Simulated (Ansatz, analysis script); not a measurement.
## Free-standing triangular Pd monolayer, spacing 2.603 Å: moments against in-plane size

Wanted: energy and moment of a free-standing triangular Pd monolayer, spacing 2.603 Å against in-plane size, with typed moments, small moments and no spin.

Main program and level: Ansatz 0.2.0; PBE, PAW set soft_1.

## Step 1: The starting structure

The cell holds 1 atom: 1 Pd. Cell: a = 2.603 Å, b = 2.603 Å, c = 14.000 Å, α = 90.0°, β = 90.0°, γ = 120.0°. An idealised lattice of chosen spacing, in vacuum. Vacuum lies along c.

## Step 2: The collinear state

A collinear run comes first: it shows whether moments survive, and how large they are.

The input, input.yaml:

```yaml
crystal:
  lattice:
    - [2.603, 0.0, 0.0]
    - [-1.3015, 2.254264, 0.0]
    - [0.0, 0.0, 14.0]
  atoms:
    - { symbol: Pd, position: [0.0, 0.0, 0.5], spin: 0.6 }
magnetization:
  spin_polarized: true
kpoints:
  mp_grid: { grid: [19, 19, 1] }
hamiltonian:
  xc: pbe
  pseudopotentials: { kind: paw, azcp: { folder: soft_1 } }
scf:
  occupations: { method: fermi_dirac, width: 0.05 }
  max_iter: 120
  convergence: { dr2_threshold: 1.0e-08 }
  lower_state_search: "off"
output:
  write_density: true
  write_potential: true
  elf: true
  volumetric_format: npy
```

Run with:

```bash
$ ansatz run input.yaml --threads 2 --pin off --max-ram 5120MiB --backend cpu --events-out ev --progress --plain --runs-dir out
```

Numbers of over 12 decimals in the logs are rounded to 6 here.

Output:

```text
Engine: ansatz 0.2.0, aarch64-unknown-linux-gnu
Pseudopotentials: kind: paw
Pseudopotential: Pd, paw, valence charge 18, recommended cutoff 420 eV (normal), soft_1/Pd.paw.azcp
Functional definition: PBE
  parameter kappa = 0.804
  parameter beta = 0.066725
  exchange = pbe_x(kappa = kappa, mu = beta*pi^2/3)
  correlation = pbe_c(beta = beta)
Crystal: 1 atoms, lattice volume = 82.150 Å³
Basis set: ecut = 420 eV, 1637 PW (Γ)
Bands: 14, of which v1, the nominal top of the filled ones, is band 9 counted from 1 (8 counted from 0)
Symmetry: 24 space group operations
Space group: P6/mmm (ITA 191), of the structure as read, at distance tolerance 4.3e-5 Å
Magnetic group: BNS 191.233 (UNI 1463), of the structure as read, at distance tolerance 4.3e-5 Å
k-points: 40 of 361
Non-local potential: Pd, projectors of the file, l = 0: 2, l = 1: 2, l = 2: 2, l = 3: 1
PAW form: soft (Blöchl's): semilocal exchange-correlation on the pseudo side does not see the compensation charge
PAW one-centre angular grid: Pd, 590 points (default); XC on 64 Gauss nodes
Initial density: superposition of atomic densities (neutral atoms: chi_scale 0, normalization atom)
Starting moments: Σ|m| = 0.6 μB on 1 of 1 site
Initial wavefunctions: pseudopotential atomic-orbital guess
Functional: x = pbe(κ = 0.804, μ = 0.219515), c = pbe(β = 0.066725)
SCF iter   1: F=—  HF=-6973.024141 eV  |F-HF|=—  |Δ(HF+E_count)|=         —  Δρ=4.60e-2 (↑4.60e-2 ↓3.07e-2)  dr2=5.79e0  dr2_m=7.19e-2  M=0.297 μB ∫|m|=0.329 μB  β_m=0.30  ethr=3.10e-3  ⟨swp⟩=5.8  Hψ=5889  notcnv=0
preconditioner: auto → LDOS  [metal: Δε(μ)=0.006 eV  Ē_g=8.021 eV  σ=0.050 eV  W_gap=0.03  n_scr=8 (ndim 8)  ℏωp=13.0 eV  f_vac=0.729  D(μ)=1.83/eV (n_scr^D=8)]
spin=Collinear: LDOS preconditioning applied to the charge; magnetization (m = ρ↑ − ρ↓) channel mixes plain (no charge-response kernel on spin).
SCF iter   2: F=—  HF=-6972.003602 eV  |F-HF|=—  |Δ(HF+E_count)|=    1.02e0  Δρ=2.16e-2 (↑2.16e-2 ↓1.37e-2)  dr2=1.04e0  dr2_m=3.67e-2  M=0.295 μB ∫|m|=0.312 μB  β_m=0.30  ethr=3.10e-3  ⟨swp⟩=3.2  Hψ=2877  notcnv=0  defer=42
SCF iter   3: F=—  HF=-6971.800395 eV  |F-HF|=—  |Δ(HF+E_count)|=   2.03e-1  Δρ=8.92e-3 (↑7.42e-3 ↓8.92e-3)  dr2=5.06e-2  dr2_m=2.62e-2  M=0.257 μB ∫|m|=0.271 μB  β_m=0.30  ethr=3.10e-3  ⟨swp⟩=2.4  Hψ=1892  notcnv=0  defer=42
SCF iter   4: F=—  HF=-6971.834335 eV  |F-HF|=—  |Δ(HF+E_count)|=   3.39e-2  Δρ=5.10e-3 (↑5.10e-3 ↓4.39e-3)  dr2=6.82e-3  dr2_m=1.49e-2  M=0.249 μB ∫|m|=0.262 μB  β_m=0.30  ethr=2.81e-4  ⟨swp⟩=3.7  Hψ=2548  notcnv=0  defer=42
SCF iter   5: F=—  HF=-6971.843188 eV  |F-HF|=—  |Δ(HF+E_count)|=   8.85e-3  Δρ=3.92e-3 (↑3.74e-3 ↓3.92e-3)  dr2=7.95e-4  dr2_m=1.06e-2  M=0.227 μB ∫|m|=0.241 μB  β_m=0.30  ethr=3.79e-5  ⟨swp⟩=2.7  Hψ=1883  notcnv=0  defer=41
SCF iter   6: F=—  HF=-6971.846895 eV  |F-HF|=—  |Δ(HF+E_count)|=   3.71e-3  Δρ=3.23e-3 (↑3.23e-3 ↓3.17e-3)  dr2=1.09e-4  dr2_m=7.63e-3  M=0.209 μB ∫|m|=0.223 μB  β_m=0.30  ethr=4.42e-6  ⟨swp⟩=2.3  Hψ=1871  notcnv=0  defer=41
SCF iter   7: F=—  HF=-6971.848164 eV  |F-HF|=—  |Δ(HF+E_count)|=   1.27e-3  Δρ=2.64e-3 (↑2.64e-3 ↓2.63e-3)  dr2=4.36e-6  dr2_m=5.23e-3  M=0.196 μB ∫|m|=0.210 μB  β_m=0.30  ethr=6.06e-7  ⟨swp⟩=2.8  Hψ=2174  notcnv=0  defer=41
SCF iter   8: F=—  HF=-6971.848837 eV  |F-HF|=—  |Δ(HF+E_count)|=   6.74e-4  Δρ=2.25e-3 (↑2.24e-3 ↓2.25e-3)  dr2=2.21e-6  dr2_m=3.80e-3  M=0.184 μB ∫|m|=0.198 μB  β_m=0.30  ethr=2.42e-8  ⟨swp⟩=3.2  Hψ=2485  notcnv=0  defer=41
Mixer restart at iter 8: flushing history
spin-set hold released at iteration 8 (site moments contracting): the magnetisation degrees of freedom join the quasi-Newton model from the next iteration; the mixer history was flushed
SCF iter   9: F=—  HF=-6971.849339 eV  |F-HF|=—  |Δ(HF+E_count)|=   5.02e-4  Δρ=1.94e-3 (↑1.93e-3 ↓1.94e-3)  dr2=3.99e-6  dr2_m=2.82e-3  M=0.173 μB ∫|m|=0.186 μB  β_m=0.35  ethr=1.23e-8  ⟨swp⟩=3.3  Hψ=2184  notcnv=0  defer=41
SCF iter  10: F=—  HF=-6971.850580 eV  |F-HF|=—  |Δ(HF+E_count)|=   1.24e-3  Δρ=1.07e-3 (↑1.07e-3 ↓1.07e-3)  dr2=2.77e-7  dr2_m=8.64e-4  M=0.132 μB ∫|m|=0.142 μB  β_m=0.82  ethr=1.23e-8  ⟨swp⟩=3.9  Hψ=2479  notcnv=0  defer=41
SCF iter  11: F=—  HF=-6971.851542 eV  |F-HF|=—  |Δ(HF+E_count)|=   9.62e-4  Δρ=4.04e-4 (↑3.37e-4 ↓4.04e-4)  dr2=5.89e-6  dr2_m=1.02e-4  M=0.062 μB ∫|m|=0.066 μB  β_m=0.91  ethr=1.54e-9  ⟨swp⟩=5.0  Hψ=3485  notcnv=0  defer=41
SCF iter  12: F=—  HF=-6971.851801 eV  |F-HF|=—  |Δ(HF+E_count)|=   2.59e-4  Δρ=1.72e-4 (↑1.72e-4 ↓1.00e-4)  dr2=2.70e-5  dr2_m=2.92e-6  M=-0.001 μB ∫|m|=0.002 μB  β_m=0.81  ethr=1.54e-9  ⟨swp⟩=4.8  Hψ=3387  notcnv=0  defer=41
SCF iter  13: F=—  HF=-6971.851789 eV  |F-HF|=—  |Δ(HF+E_count)|=   1.18e-5  Δρ=5.90e-5 (↑5.90e-5 ↓4.94e-5)  dr2=7.29e-7  dr2_m=1.96e-6  M=-0.007 μB ∫|m|=0.008 μB  β_m=0.85  ethr=1.54e-9  ⟨swp⟩=3.5  Hψ=2744  notcnv=0  defer=41
SCF iter  14: F=—  HF=-6971.851793 eV  |F-HF|=—  |Δ(HF+E_count)|=   4.28e-6  Δρ=2.10e-5 (↑8.60e-6 ↓2.10e-5)  dr2=3.66e-7  dr2_m=7.96e-8  M=-0.001 μB ∫|m|=0.002 μB  β_m=0.76  ethr=1.54e-9  ⟨swp⟩=3.0  Hψ=2303  notcnv=0  defer=41
SCF iter  15: F=—  HF=-6971.851793 eV  |F-HF|=—  |Δ(HF+E_count)|=   8.00e-8  Δρ=6.97e-6 (↑6.97e-6 ↓3.28e-6)  dr2=4.10e-8  dr2_m=1.08e-8  M=-0.000 μB ∫|m|=0.000 μB  β_m=0.74  ethr=1.54e-9  ⟨swp⟩=2.4  Hψ=1817  notcnv=0  defer=41
iter 16 did not close the SCF: its close was put off for a magnetic moment that had not settled (scf_convergence_deferred on its scf_iter line)
SCF iter  16: F=-6971.851793 eV  HF=-6971.851793 eV  |F-HF|=3.02e-10  |Δ(HF+E_count)|=   2.50e-8  Δρ=1.23e-6 (↑1.23e-6 ↓8.76e-7)  dr2=1.15e-9  dr2_m=5.76e-10  M=0.000 μB ∫|m|=0.000 μB  β_m=0.87  ethr=5.56e-11  ⟨swp⟩=5.7  Hψ=5050  notcnv=0
SCF iter  17: F=-6971.851793 eV  HF=-6971.851793 eV  |F-HF|=3.73e-11  |Δ(HF+E_count)|=   1.44e-9  Δρ=1.53e-7 (↑1.53e-7 ↓1.52e-7)  dr2=4.74e-12  dr2_m=1.61e-11  M=0.000 μB ∫|m|=0.000 μB  ethr=6.38e-12  ⟨swp⟩=1.1  Hψ=3390  notcnv=0
WARN: the starting moments were not kept: the SCF closed with an absolute magnetisation of 1.5e-5 μB, where they sum to 0.6 μB in size (1 site). That is at most 0.1 of that sum. Measured as dr2_m measures the in/out step, that magnetisation stands 1.3e-10 eV from none, at or under the dr2_threshold of 1.0e-8 eV: it is no larger than a step whose dr2_m would equal this threshold. The system may hold no moment; this SC [...]
SCF 1 converged in 17 iterations: F = -6971.851793 eV  dr2 = 4.74e-12
  greatest PAW one-centre occupation: 0.999 electrons in one spin orbital (limit 2), on the Pd atom at site 0 (counted from 0), in its partial waves of l = 0
WARN: The output density's exchange-correlation potential varies sharply where the density is thin. Do not read a vacuum level from v_tot or v_xc, or from such a field of the output density. On a cell that repeats whose density bears no net charge and no dipole along the vacuum's axis use v_es (v_loc + v_h of the components); under efield.dipole_correction with no amplitude use v_es + v_field, which holds any externa [...]
SCF converged after 17 iterations
Magnetization: 0.0000 μB (9.0000 up, 9.0000 down)
Absolute magnetization: 0.0000 μB (∫|ρ↑−ρ↓|, with the PAW one-centre terms)
Spin contamination: 0.0000 ħ² per cell (⟨S²⟩ above its minimum at these occupations)
Per-site moments (μB) at R_I (Å): [(1.2781329375133505e-5, 1.073737)]
Free energy (F): -6971.851793 eV
Harris-Foulkes:  -6971.851793 eV  (|F-HF|=3.73e-11)
Internal energy: -6971.836372 eV  (E = F + TS)
E sigma→0 (E₀):  -6971.844083 eV
Entropy (-TS):   -0.015421 eV (-15.421 meV/atom)
Fermi energy:    -1.415308 eV
--- Per-component energies (eV) ---
  E_band       = -507.177548
  E_kinetic    = 449.683835
  E_local      = -11065.503189  (includes V_loc(G=0)·N_el)
  E_nonlocal   = 371.057949
  E_hartree    = 5169.799787
  E_xc         = -137.535461
  E_vxc        = -173.711871  (∫ρ·V_xc dr)
  E_paw        = -3811.712183  (= ΣΔE_a)
  E_vpaw       = -428.303875  (= ΣTr[D̂ρ^β])
  E_aug_tail   = 0.000231  (compensation charges beyond the density's cutoff)
  E_ewald      = 2052.372659
  E_smearing   = -0.015421  (= −TS)
  E_closure    = -0.000000  (closes the sum)
  Σ components = -6971.851793   (vs F -6971.851793, Δ=0.00e0)
--- Band table (eV; the first three rows and the last of 80) ---
  k-point 0 ↑: bands = [... 5 lower, -3.8310, -3.8310, -2.9821, -1.2823, -1.2823, 0.6007, 4.2144, 5.2063, ... 1 higher]
  k-point 1 ↑: bands = [... 5 lower, -3.8828, -3.7574, -2.9415, -1.5008, -1.2995, 0.8453, 4.2935, 5.3020, ... 1 higher]
  k-point 2 ↑: bands = [... 5 lower, -4.0118, -3.5408, -2.8205, -1.9694, -1.3490, 1.4001, 4.5308, 5.5853, ... 1 higher]
  k-point 39 ↓: bands = [... 5 lower, -3.6592, -3.6455, -3.3153, -1.8145, 6.9937, 8.7458, 8.7505, 10.2670, ... 1 higher]
```

Elapsed: 5.1 s, on 2 threads of Arm Neoverse V1, shared host; peak memory 0.35 GiB.

The spin moment in the atom's sphere vanishes on all atoms.

The run ends non-magnetic, with a net moment of 0 μB a cell. The run left the order that was typed.

Valence density in the ca plane at fractional y = 0.000, with atoms of Pd within 0.2 Å of it. It is the smooth field of the valence electrons, not physical close to the nuclei.

Ten steps, logarithmic in the rise over the least value, from '0' (0 e/Å³) to '9' (16 e/Å³), each cell a mean:
```
0000000000000000137998520000000000000000
0000000000000000125776410000000000000000
0000000000000000013443210000000000000000
0000000000000000012222110000000000000000
0000000000000000012332210000000000000000
0000000000000000124665310000000000000000
0000000000000000136897520000000000000000
0000000000000000147998620000000000000000
```
Columns run along c (14.0 Å), rows up along a (2.6 Å). Atoms in or near the plane, at fractional coordinates: Pd at (0.50, 0.00).

ELF in the ca plane at fractional y = 0.000, with atoms of Pd within 0.2 Å of it. It is the smooth field of the valence electrons, not physical close to the nuclei.

Values, 5 rows by 16 columns, each cell a mean:
```
0.00 0.00 0.00 0.00 0.01 0.06 0.21 0.40 0.38 0.27 0.09 0.01 0.00 0.00 0.00 0.00
0.00 0.00 0.00 0.00 0.00 0.04 0.15 0.28 0.31 0.17 0.06 0.01 0.00 0.00 0.00 0.00
0.00 0.00 0.00 0.00 0.00 0.03 0.12 0.21 0.22 0.15 0.04 0.01 0.00 0.00 0.00 0.00
0.00 0.00 0.00 0.00 0.00 0.05 0.17 0.35 0.38 0.21 0.07 0.01 0.00 0.00 0.00 0.00
0.00 0.00 0.00 0.00 0.01 0.07 0.23 0.38 0.34 0.29 0.10 0.01 0.00 0.00 0.00 0.00
```
Columns run along c (14.0 Å), rows up along a (2.6 Å). Atoms in or near the plane, at fractional coordinates: Pd at (0.50, 0.00).

## Step 3: Denser mesh

Levels at the Fermi energy are partly filled, so moments and energy differences can hang on the k-mesh, and the state is solved again on a denser one.

input.yaml, the sections that differ from step 2:

```yaml
kpoints:
  mp_grid: { grid: [24, 24, 1] }
basis:
  ecutwfc: 420.0
# crystal, magnetization, hamiltonian, scf: as in step 2
# output: removed
```

Output:

```text
[...]
Crystal: 1 atoms, lattice volume = 82.150 Å³
Basis set: ecut = 420 eV, 1637 PW (Γ)
Bands: 14, of which v1, the nominal top of the filled ones, is band 9 counted from 1 (8 counted from 0)
Symmetry: 24 space group operations
[...]
k-points: 61 of 576
[...]
Starting moments: Σ|m| = 0.6 μB on 1 of 1 site
[...]
SCF converged after 17 iterations
Magnetization: 0.0000 μB (9.0000 up, 9.0000 down)
Absolute magnetization: 0.0000 μB (∫|ρ↑−ρ↓|, with the PAW one-centre terms)
[...]
Per-site moments (μB) at R_I (Å): [(9.831270583646613e-7, 1.073737)]
Free energy (F): -6971.851233 eV
[...]
Internal energy: -6971.832585 eV  (E = F + TS)
E sigma→0 (E₀):  -6971.841909 eV
Entropy (-TS):   -0.018647 eV (-18.647 meV/atom)
Fermi energy:    -1.534975 eV
[...]
```

The job ended after 5.7 s (2 threads; peak memory 0.35 GiB; 11 s of CPU time).

The spin moment in the atom's sphere vanishes on all atoms.

The run ends non-magnetic, with a net moment of 0 μB a cell, against 0 μB on the first mesh.

The cell's area in the plane is scaled by the factor named; fractional positions stay, and energies count from the lowest run.

## Step 4: Factor 0.8, typed moments

Three starts at each size show whether high-spin, low-spin and non-magnetic states coexist. One mesh, built for the smallest cell, and one cutoff serve all sizes, so that energies can be subtracted.

input.yaml, the sections that differ from step 3:

```yaml
crystal:
  lattice:
    - [2.32819398, 0.0, 0.0]
    - [-1.16409699, 2.01627502, 0.0]
    - [0.0, 0.0, 14.0]
  atoms:
    - { symbol: Pd, position: [0.0, 0.0, 0.5], spin: 0.6 }
kpoints:
  mp_grid: { grid: [26, 26, 1] }
output:
  stress: true
# magnetization, hamiltonian, scf, basis: as in step 3
```

Run with:

```bash
$ ansatz run input.yaml --threads 1 --pin off --max-ram 2560MiB --backend cpu --events-out ev --progress --plain --runs-dir out
```

Output:

```text
Warning: crystal.lattice misses the space group found at crystal.symmetry.tolerance 1.0e-5 in a digit that the deck types, which is why this is a warning: making the lattice exact moves one of its numbers by a whole unit of that number's last typed decimal, or more. The operation that it misses by the most changes a squared length by the fraction 9.59e-8. The run uses the lattice that is a stretch of the typed one, w [...]
Warning: output.stress: scf.convergence.dr2_threshold = 1e-8 eV is looser than the 1e-10 eV advised for a printed stress (1e-10 eV for each atom of the cell: 1). What an SCF threshold leaves in a stress goes as its square root, and in the free energy as the threshold itself, and one threshold admits the most on a small cell: [figures from the program's tests cut] Set scf.convergence.dr2_threshold to 1e-10 eV or tighter. The threshold is an SCF's pass mark: one that does not reach it within its budget of iterations ends unconverged, or closes short of it on a stop that the run arms, and scf.convergence.dr2_threshold's page says what that costs each kind of run
[...]
Crystal: 1 atoms, lattice volume = 65.720 Å³
Basis set: ecut = 420 eV, 1259 PW (Γ)
Bands: 14, of which v1, the nominal top of the filled ones, is band 9 counted from 1 (8 counted from 0)
Symmetry: 24 space group operations
[...]
k-points: 70 of 676
[...]
Starting moments: Σ|m| = 0.6 μB on 1 of 1 site
[...]
SCF iter   1: F=—  HF=-6971.805622 eV  |F-HF|=—  |Δ(HF+E_count)|=         —  Δρ=4.86e-2 (↑4.86e-2 ↓2.91e-2)  dr2=4.63e0  dr2_m=1.00e-1  M=0.235 μB ∫|m|=0.254 μB  β_m=0.30  ethr=3.10e-3  ⟨swp⟩=6.1  Hψ=11006  notcnv=0
[...]
SCF iter  16: F=-6970.765918 eV  HF=-6970.765918 eV  |F-HF|=2.73e-12  |Δ(HF+E_count)|=  2.18e-11  Δρ=4.29e-8 (↑4.29e-8 ↓3.70e-8)  dr2=1.95e-13  dr2_m=8.71e-13  M=-0.000 μB ∫|m|=0.000 μB  ethr=1.00e-12  ⟨swp⟩=1.4  Hψ=4614  notcnv=0
[...]
SCF 1 converged in 16 iterations: F = -6970.765918 eV  dr2 = 1.95e-13
[...]
SCF converged after 16 iterations
Magnetization: -0.0000 μB (9.0000 up, 9.0000 down)
Absolute magnetization: 0.0000 μB (∫|ρ↑−ρ↓|, with the PAW one-centre terms)
[...]
Per-site moments (μB) at R_I (Å): [(-2.3375748499774806e-7, 0.960380)]
Free energy (F): -6970.765918 eV
[...]
Internal energy: -6970.753618 eV  (E = F + TS)
E sigma→0 (E₀):  -6970.759768 eV
Entropy (-TS):   -0.012301 eV (-12.301 meV/atom)
Fermi energy:    -0.150611 eV
[...]
--- Stress (GPa, compression-positive) ---
       26.329861       0.000000      -0.000000
       -0.000000      26.329861       0.000000
       -0.000000       0.000000      -0.000347
  P = ⅓ Tr σ = 17.5531 GPa (175.531 kbar)
```

It took 11 s on 1 thread; peak memory 0.34 GiB.

It ends non-magnetic, with 0 μB on the largest site.

## Step 5: Factor 0.8, starting moments cut to 30 %

The density is converged from the given moments; the state reached depends on that start.

Changes to input.yaml since step 4:

```diff
@@ -6,3 +6,3 @@
   atoms:
-    - { symbol: Pd, position: [0.0, 0.0, 0.5], spin: 0.6 }
+    - { symbol: Pd, position: [0.0, 0.0, 0.5], spin: 0.18 }
 magnetization:
```

Output:

```text
[...]
Crystal: 1 atoms, lattice volume = 65.720 Å³
Basis set: ecut = 420 eV, 1259 PW (Γ)
Bands: 14, of which v1, the nominal top of the filled ones, is band 9 counted from 1 (8 counted from 0)
Symmetry: 24 space group operations
[...]
k-points: 70 of 676
[...]
Internal energy: -6970.753618 eV  (E = F + TS)
E sigma→0 (E₀):  -6970.759768 eV
Entropy (-TS):   -0.012301 eV (-12.301 meV/atom)
Fermi energy:    -0.150611 eV
[...]
--- Stress (GPa, compression-positive) ---
       26.329857       0.000000      -0.000000
       -0.000000      26.329857       0.000000
       -0.000000       0.000000      -0.000333
  P = ⅓ Tr σ = 17.5531 GPa (175.531 kbar)
[key lines of the parts left out:]
SCF converged after 15 iterations
Magnetization: -0.0000 μB (9.0000 up, 9.0000 down)
Free energy (F): -6970.765918 eV
```

The job ended after 9.8 s (1 thread; peak memory 0.34 GiB).

It ends non-magnetic, with 0 μB on the largest site.

[end of part 1 of 2]

[Logs and program files are shortened in this print: banners, set-up blocks, solver, clock and traceback lines can be left out without a mark of their own.]

[Logs are printed without paths, hosts, clocks, repeated set-up lines and the standing remarks that a program may print on its own settings, such as how far it seeks lower states.]

[Hosts, paths, dates, database ids (printed as entryN), source tags and the programs' standing remarks are cut or masked in the printed files.]

[Where the input sets lower_state_search to off, the program did not look for lower states, so one may exist.]
